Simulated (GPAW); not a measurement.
Consider K (Fm-3m).

```xyz
1
Lattice="0.0000 3.3919 3.3919 3.3919 0.0000 3.3919 3.3919 3.3919 0.0000" Properties=species:S:1:pos:R:3 pbc="T T T"
K     0.0000    0.0000    0.0000
```

Absorber: atom 1, with 12 K at 4.80 Å (cuboctahedral, site symmetry m-3m). Method: GPAW, LDA, excited-electron core hole (neutral cell), 4-atom cell with 6.8 Å between holes, 5×5×5 k points, dipole transitions, Gaussian full width 0.9 eV up to 4 eV, rising linearly to 3.5 eV at 25 eV.

This is not the structure that K takes at ambient pressure and room temperature (bcc); it is a model or a phase of other conditions.

**Question.** What does the K K edge look like?

Main maxima up to 30 eV above the zero (height): 1.2 eV (1.53), 6.3 eV (2.02), 13.5 eV (1.34) and 27.3 eV (1.12). A K edge sees empty p states on the absorber. The total-energy difference is 3612.55 eV. One term is added: -19.73 eV, since the hole is spin-paired here and a spin-polarised one costs that much less in the free atom (computed apart). The photon energy is then 3592.82 eV. The tabulated edge of the element is 3608.4 eV. The functional leaves an error in such absolute values: in the free atom LDA prices this hole 11.1 eV below PBE (computed apart), and PBE is itself good to a few eV.

The K K spectrum (energy from the lowest empty level; intensity scaled to a mean of 1 over the first 20 eV):

```
E (eV)  intensity
 -2.00       0.00
 -1.25       0.00
 -0.50       0.12
  0.25       0.76
  1.00       1.39
  1.75       0.87
  2.50       0.46
  3.25       0.44
  4.00       1.01
  4.75       1.04
  5.50       1.63
  6.25       2.02
  7.00       1.70
  7.75       1.08
  8.50       0.63
  9.25       0.35
 10.00       0.37
 10.75       0.53
 11.50       0.77
 12.25       1.10
 13.00       1.31
 13.75       1.33
 14.50       1.27
 15.25       1.17
 16.00       1.04
 16.75       0.94
 17.50       0.90
 18.25       0.91
 19.00       0.93
 19.75       0.94
 20.50       0.93
 21.25       0.89
 22.00       0.86
 22.75       0.83
 23.50       0.82
 24.25       0.85
 25.00       0.91
 25.75       1.01
 26.50       1.09
 27.25       1.12
 28.00       1.10
 28.75       1.04
 29.50       0.96
 30.25       0.89
 31.00       0.84
 31.75       0.80
```

Lifetime broadening is put in by hand, and intensities beyond about 20 eV depend on it and on the partial waves. The structure is a computed Materials Project entry and may be a hypothetical form.

[Banner, clock and machine lines of the logs are left out without a mark of their own.]

[Logs are printed without paths, hosts, clocks, repeated set-up lines and the standing remarks that a program may print on its own settings, such as how far it seeks lower states.]

[Hosts, paths, dates, database ids (printed as entryN), source tags and the programs' standing remarks are cut or masked in the printed files.]

[Lists of maxima count a maximum above −3 eV only where it reaches 4 % of the highest in the window and stands out from its surroundings by 2 % of it (1.5 % where it reaches 55 %); shoulders and weaker maxima are passed over, and of the rest the first, up to two pre-edge ones and the few strongest are named.]
